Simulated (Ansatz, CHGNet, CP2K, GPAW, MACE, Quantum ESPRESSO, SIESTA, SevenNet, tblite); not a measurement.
## CP2K on glassy ZnIn2Ga2O7 (96 atoms): settings against a plane-wave reference

Aim: run glassy ZnIn2Ga2O7 (96 atoms) in CP2K and see how near its forces come to a plane-wave reference, and at what cost.

Main program and level: CP2K 2026.2; the method is named at each step.

### 1. Starting point

The cell holds 96 atoms: 16 Ga, 16 In, 56 O and 8 Zn. Cell: a = 10.656 Å, b = 10.656 Å, c = 10.656 Å, α = 90.0°, β = 90.0°, γ = 90.0°. 96 atoms (16 Fe, 16 Sc, 56 O, 8 Zn) placed at random at 4.16 g/cm³, melted at 4500 K for 20 ps at fixed volume with the Morse and Coulomb pair potential with partial charges (Pedone, Malavasi, Menziani, Cormack and Segre, J. Phys. Chem. B 110, 11780 (2006)). Quenched from 4500 K to 300 K at 100 K/ps and fixed volume, held 5 ps. Then Fe was replaced by Ga, Sc was replaced by In (the potential has no terms for the new elements, so the cell is a start for a DFT relaxation). Then every atom was moved at random, 0.03 Å r.m.s. a Cartesian component.

The yardstick, on the same geometry:

* method: Kohn-Sham DFT, PBE, PAW, plane waves (Ansatz 0.2.0); cutoff 420 eV, Γ point, fermi-dirac smearing of 0.05 eV; PAW set soft_2
* r.m.s. force component: 1.03 eV/Å
* longest force: 4.265 eV/Å
* pressure: 4.822 GPa
* gap (highest filled to lowest empty level): 0.5266 eV
* SCF cycles: 10
* time: 36 s on 4 threads of Arm Neoverse V1, shared host
* CPU time: 2.2 min

### 2. PBE, DZVP-MOLOPT-SR, 800/50 Ry, OT CG

Method: Kohn-Sham DFT, PBE, GTH-PBE pseudopotentials, Gaussian and plane waves, DZVP-MOLOPT-SR-GTH, orbital transformation.

input.inp

```
&GLOBAL
  PROJECT cell
  RUN_TYPE ENERGY_FORCE
  PRINT_LEVEL LOW
&END GLOBAL
&FORCE_EVAL
  METHOD QS
  STRESS_TENSOR ANALYTICAL
  &DFT
    BASIS_SET_FILE_NAME BASIS_MOLOPT
    POTENTIAL_FILE_NAME GTH_POTENTIALS
    &MGRID
      CUTOFF 800
      REL_CUTOFF 50
      NGRIDS 5
    &END MGRID
    &QS
      EPS_DEFAULT 1.0E-12
    &END QS
    &SCF
      SCF_GUESS ATOMIC
      EPS_SCF 1.0E-06
      MAX_SCF 30
      &OT
        MINIMIZER CG
        PRECONDITIONER FULL_ALL
        ENERGY_GAP 0.001
      &END OT
      &OUTER_SCF
        EPS_SCF 1.0E-06
        MAX_SCF 8
      &END OUTER_SCF
      &PRINT
        &RESTART OFF
        &END RESTART
      &END PRINT
    &END SCF
    &XC
      &XC_FUNCTIONAL PBE
      &END XC_FUNCTIONAL
    &END XC
    &PRINT
      &MULLIKEN ON
      &END MULLIKEN
      &HIRSHFELD ON
        SHAPE_FUNCTION DENSITY
      &END HIRSHFELD
      &MO_CUBES
        NHOMO 1
        NLUMO 4
        WRITE_CUBE F
      &END MO_CUBES
    &END PRINT
  &END DFT
  &SUBSYS
    &CELL
      A 10.65570 0.00000 0.00000
      B 0.00000 10.65570 0.00000
      C 0.00000 0.00000 10.65570
    &END CELL
    &TOPOLOGY
      COORD_FILE_NAME structure.xyz
      COORD_FILE_FORMAT XYZ
    &END TOPOLOGY
    &KIND Ga
      BASIS_SET DZVP-MOLOPT-SR-GTH-q13
      POTENTIAL GTH-PBE-q13
    &END KIND
    &KIND In
      BASIS_SET DZVP-MOLOPT-SR-GTH-q13
      POTENTIAL GTH-PBE-q13
    &END KIND
    &KIND O
      BASIS_SET DZVP-MOLOPT-SR-GTH-q6
      POTENTIAL GTH-PBE-q6
    &END KIND
    &KIND Zn
      BASIS_SET DZVP-MOLOPT-SR-GTH-q12
      POTENTIAL GTH-PBE-q12
    &END KIND
  &END SUBSYS
  &PRINT
    &FORCES ON
    &END FORCES
    &STRESS_TENSOR ON
    &END STRESS_TENSOR
  &END PRINT
&END FORCE_EVAL
```

structure.xyz

```xyz
96

Ga 4.93934 6.62145 5.52402
Ga 6.17967 5.53084 0.34205
Ga 0.04294 1.07697 0.69166
Ga 8.45764 3.34067 0.52724
Ga 8.03429 10.64707 9.74656
Ga 7.72410 4.50555 8.30548
Ga 8.27149 1.26568 3.11924
Ga 0.55900 3.28515 3.03964
Ga 5.72424 7.15434 8.56452
Ga 0.14982 5.76868 7.34966
Ga 0.19010 8.64231 5.43110
Ga 5.62909 0.86375 1.47677
Ga 7.20102 1.66623 6.58778
Ga 5.55258 2.45827 9.09624
Ga 8.85478 8.29781 8.00616
Ga 5.01063 3.84724 6.51351
In 7.48019 8.90966 1.72569
In 9.32736 3.63977 5.23973
In 7.70748 9.06097 4.98026
In 2.06539 5.46701 4.99156
In 9.15112 6.37360 10.52368
In 10.29948 8.88856 1.78142
In 5.46201 9.77692 7.83301
In 5.57474 0.71319 4.43831
In 0.57839 3.58032 9.99292
In 3.12660 8.75206 3.32255
In 2.91028 0.85960 6.13225
In 2.75610 8.71285 7.92230
In 10.40508 0.51648 6.82327
In 6.58213 3.94154 3.26778
In 3.06628 4.97397 8.59297
In 1.78877 6.72588 0.09356
O 3.46736 6.95242 4.31055
O 1.15412 1.37672 5.56569
O 4.74008 5.84486 9.48336
O 9.04520 2.15863 6.80398
O 6.59481 0.81921 8.51156
O 8.08586 5.26381 1.33473
O 4.02072 10.04875 1.80167
O 6.32586 5.77283 7.01390
O 6.62017 3.26714 7.37897
O 6.16358 7.50353 0.97382
O 0.31711 4.40272 4.56149
O 9.12309 1.51194 10.36224
O 8.17676 4.89619 4.01049
O 2.14094 7.02040 8.83784
O 8.81855 8.12039 3.14034
O 1.20921 9.61517 6.88870
O 7.36831 6.18244 9.48304
O 3.18989 7.30565 1.48231
O 4.50225 8.92117 9.40451
O 6.36849 7.53774 4.78622
O 3.78448 10.25600 4.74509
O 1.50714 1.73485 10.09755
O 4.64993 8.00041 6.99781
O 2.64805 4.42968 3.27087
[... 36 atom lines left out ...]
Zn 0.49474 0.59704 3.75432
Zn 3.75922 3.19735 2.05666
Zn 4.45749 8.42195 0.69560
Zn 2.56206 0.37039 1.16989
```

Run with:

```sh
$ OMP_NUM_THREADS=2 cp2k.psmp -i input.inp > output.txt
```

Numbers of over 12 decimals in the logs are rounded to 6 here.

What it wrote:

```text
CP2K| version string:                                       CP2K version 2026.2
 CP2K| Input file name                                                 input.inp
 GLOBAL| Basis set file name                                        BASIS_MOLOPT
 GLOBAL| Potential file name                                      GTH_POTENTIALS
 GLOBAL| Run type                                                   ENERGY_FORCE
 GLOBAL| Total number of message passing processes                             1
 GLOBAL| Number of threads for this process                                    2
 TOTAL NUMBERS AND MAXIMUM NUMBERS
  Total number of            - Atomic kinds:                                   4
                             - Atoms:                                         96
                             - Shell sets:                                    96
                             - Shells:                                       560
                             - Primitive Cartesian functions:                520
                             - Cartesian basis functions:                   1984
                             - Spherical basis functions:                   1728
  Maximum angular momentum of- Orbital basis functions:                        3
                             - Local part of the GTH pseudopotential:          2
                             - Non-local part of the GTH pseudopotential:      4
 SCF PARAMETERS         Density guess:                                    ATOMIC
                        max_scf:                                              30
                        eps_scf:                                        1.00E-06
                        Outer loop SCF in use
                        eps_scf                                         1.00E-06
                        max_scf                                                8
 Extrapolation method: initial_guess
 Number of electrons:                                                        848
[... lines left out ...]
  Step     Update method      Time    Convergence         Total energy    Change
[... lines left out ...]
  Total energy:                                             -3477.385826
[... lines left out ...]
  Precond_solver : DEFAULT
  Line search    : 2PNT                : 2 energies, one gradient
  stepsize       :    0.15000000                  energy_gap     :    0.00100000
  eps_taylor     :   0.10000E-15                  max_taylor     :             4
  ----------------------------------- OT ---------------------------------------
  Step     Update method      Time    Convergence         Total energy    Change
[...]
- OT LS       0.96E-01    7.3                    -3477.3898536042
     5 OT CG       0.96E-01   18.8     0.00000169     -3477.3898536043 -1.81E-06
     - OT LS       0.10E+00    7.6                    -3477.3898537101
     6 OT CG       0.10E+00   19.1     0.00000071     -3477.3898537104 -1.06E-07
  *** SCF run converged in     6 steps ***
  Electronic density on regular grids:       -848.0000000179       -0.0000000179
  Core density on regular grids:              847.9999999994       -0.0000000006
  Total charge density on r-space grids:       -0.0000000185
  Total charge density g-space grids:          -0.0000000185
  Overlap energy of the core charge distribution:               1.62329e-07
  Self energy of the core charge distribution:              -5958.588330
  Core Hamiltonian energy:                                   1795.549085
  Hartree energy:                                            1240.271082
  Exchange-correlation energy:                               -554.621691
  Total energy:                                             -3477.389854
  outer SCF iter =    2 RMS gradient =   0.71E-06 energy =      -3477.3898537104
  outer SCF loop converged in   2 iterations or   70 steps
 !-----------------------------------------------------------------------------!
                     Mulliken Population Analysis
 #  Atom  Element  Kind  Atomic population                           Net charge
       1     Ga       1         12.176543                              0.823457
       2     Ga       1         12.141154                              0.858846
       3     Ga       1         12.091048                              0.908952
[...]
95     Zn       4         11.528379                              0.471621
      96     Zn       4         11.498284                              0.501716
 # Total charge                            848.000000                 -0.000000
 !-----------------------------------------------------------------------------!
 !-----------------------------------------------------------------------------!
                           Hirshfeld Charges
  #Atom  Element  Kind  Ref Charge     Population                    Net charge
      1       Ga     1      13.000         12.558                         0.442
      2       Ga     1      13.000         12.539                         0.461
      3       Ga     1      13.000         12.560                         0.440
[...]
95       Zn     4      12.000         11.636                         0.364
     96       Zn     4      12.000         11.578                         0.422
  Total Charge                                                            0.000
 !-----------------------------------------------------------------------------!
  Eigenvalues of the occupied subspace spin            1
      -0.53457116     -0.52420984     -0.51559930     -0.51445206
      -0.51070878     -0.50867719     -0.50604371     -0.50239237
      -0.50079734     -0.49941904     -0.49405737     -0.49158316
[...]
0.16824043      0.17008634      0.17235788      0.17800413
 Fermi Energy [eV] :    4.843739
  Using OT eigensolver for additional unoccupied orbitals spin            1
  Lowest Eigenvalues of the unoccupied subspace spin            1
 OT| Eigensolver reached convergence in 193 iterations
       0.19504798      0.27660644      0.28363286      0.28897131
 HOMO - LUMO gap [eV] :    0.463787
 ENERGY| Total FORCE_EVAL ( QS ) energy [hartree]          -3477.389854
 FORCES| Atomic forces [hartree/bohr]
 FORCES|   Atom     x               y               z               |f|
 FORCES|      1  1.94301128E-02 -3.33787898E-03  2.88465620E-02   3.49398749E-02
 FORCES|      2 -4.46211729E-03  2.58876298E-02 -2.53304226E-02   3.64926044E-02
 FORCES|      3 -6.80229416E-03 -1.40296799E-02  8.27557144E-03   1.76518612E-02
[...]
FORCES|     95  3.17013365E-02  1.36406452E-02 -3.74572599E-02   5.09321927E-02
 FORCES|     96 -1.60583345E-02  7.05344003E-03 -2.33946855E-03   1.76944691E-02
 FORCES| Sum    -4.80457291E-04  2.16683367E-03 -1.97109352E-03
 FORCES| Total atomic force                                       2.96836942E-03
 STRESS| Analytical stress tensor [bar]
 STRESS|                        x                   y                   z
 STRESS|      x        9.20299995464E+04  -1.73090717628E+03  -8.10941772151E+03
 STRESS|      y       -1.73090717628E+03   5.47215539517E+04  -2.18321189039E+04
 STRESS|      z       -8.10941772151E+03  -2.18321189039E+04   7.09243732408E+04
 STRESS| 1/3 Trace                                             7.25586422463E+04
```

It took 17 min on 2 threads of Arm Neoverse V1, shared host; peak memory 3.1 GiB.

Banners, paths, timers and routine set-up lines are dropped from the logs unmarked, and long logs keep their key lines alone; longer cuts are marked.

Against the reference:

* r.m.s. force component: 1.101 eV/Å
* r.m.s. difference of force components: 88.99 meV/Å
* longest difference of force vectors: 363.7 meV/Å
* force difference over r.m.s. force: 8.637 %
* slope of forces against the reference's: 1.067
* correlation of force components: 0.9987
* gap (highest filled to lowest empty level): 0.4638 eV
* gap difference: -0.0628 eV
* pressure: 7.256 GPa
* pressure difference: 2.433 GPa

Length of the force difference by element (eV/Å):

| element | atoms | mean | most |
| --- | --- | --- | --- |
| Ga | 16 | 0.10 | 0.19 |
| In | 16 | 0.18 | 0.36 |
| O | 56 | 0.14 | 0.35 |
| Zn | 8 | 0.10 | 0.18 |

A closer look about In18, which bears the longest force: 9 atoms, nearest first, numbered in the order of the input, with positions taken from that point.

| atom | x | y | z | distance (Å) | bonds | Hirshfeld charge (e) | Fx | Fy | Fz (eV/Å) |
| --- | --- | --- | --- | --- | --- | --- | --- | --- | --- |
| In18 | 0.00 | 0.00 | 0.00 | 0.00 | 5 | 0.52 | -2.33 | -2.24 | 3.31 |
| O43 | 1.65 | 0.76 | -0.68 | 1.94 | 3 | -0.35 | 2.48 | 1.32 | -1.72 |
| O75 | 0.48 | -1.40 | -1.45 | 2.07 | 4 | -0.32 | -0.20 | -0.47 | -0.56 |
| O45 | -1.15 | 1.26 | -1.23 | 2.10 | 4 | -0.32 | 1.47 | 1.06 | 0.82 |
| O79 | -0.26 | 1.42 | 1.60 | 2.16 | 4 | -0.32 | -0.33 | -0.33 | 0.17 |
| O36 | -0.28 | -1.48 | 1.56 | 2.17 | 3 | -0.36 | -0.30 | -0.20 | -0.04 |
| O68 | -2.10 | -1.59 | -0.62 | 2.71 | 4 | -0.33 | 0.98 | 0.92 | 0.12 |
| Ga8 | 1.89 | -0.35 | -2.20 | 2.92 | 5 | 0.49 | 1.33 | -0.28 | -1.86 |
| Zn92 | -1.53 | 2.51 | 0.28 | 2.95 | 5 | 0.40 | -1.07 | 0.60 | 1.09 |

Forces lie 8.6 % from the reference's, at 15 times its CPU time (on 2 against 4 cores); the SCF took 70 steps, which the time reflects.

Mean charges by element (e), by run and scheme:

| run | scheme | Ga | In | O | Zn |
| --- | --- | --- | --- | --- | --- |
| reference | Löwdin | +0.96 | +1.18 | -0.76 | +1.49 |
| CP2K PBE, DZVP-MOLOPT-SR, 800/50 Ry, OT CG | Mulliken | +0.87 | +0.89 | -0.58 | +0.56 |
| CP2K PBE, DZVP-MOLOPT-SR, 800/50 Ry, OT CG | Hirshfeld | +0.47 | +0.52 | -0.34 | +0.43 |

The reference's Löwdin charges lack the electrons that the projection spills, 0.037 e an atom on average.

### 3. Summary of results

| Quantity | Value |
| --- | --- |
| force difference from the reference | CP2K PBE, DZVP-MOLOPT-SR, 800/50 Ry, OT CG, 8.6 % |
| its CPU time | 33 min |

The PBE run in local orbitals differs by 8.6 % (CP2K PBE, DZVP-MOLOPT-SR, 800/50 Ry, OT CG); basis, grid and potentials can all enter. At the same functional, the gap of CP2K PBE, DZVP-MOLOPT-SR, 800/50 Ry, OT CG lies 0.06 eV below the reference's 0.527 eV. In pressure, CP2K PBE, DZVP-MOLOPT-SR, 800/50 Ry, OT CG misses by +2.4 GPa, at the same functional. Charges hang on scheme and program or settings: among these rows the mean for Zn runs from +0.43 to +1.49 e. The quench rate of 100 K/ps is many orders above laboratory rates, so the cell is likely richer in defects and strain than a real sample. The network of bonds at the start is that of the classical potential that made the cell, and needn't be the one that DFT or experiment would give. The reference's stress is far from hydrostatic: its diagonal is 6.6, 3.1, 4.8 GPa, compression counted positive. The electronic-structure runs sample only Γ, in a cell whose shortest periodic width is 11 Å.

[Also dropped from logs without a mark: logging warnings of Python, and SIESTA's first energy breakdown and zero terms.]

[Logs are printed without paths, hosts, clocks, repeated set-up lines and the standing remarks that a program may print on its own settings, such as how far it seeks lower states.]

[Hosts, paths, dates, database ids (printed as entryN), source tags and the programs' standing remarks are cut or masked in the printed files.]
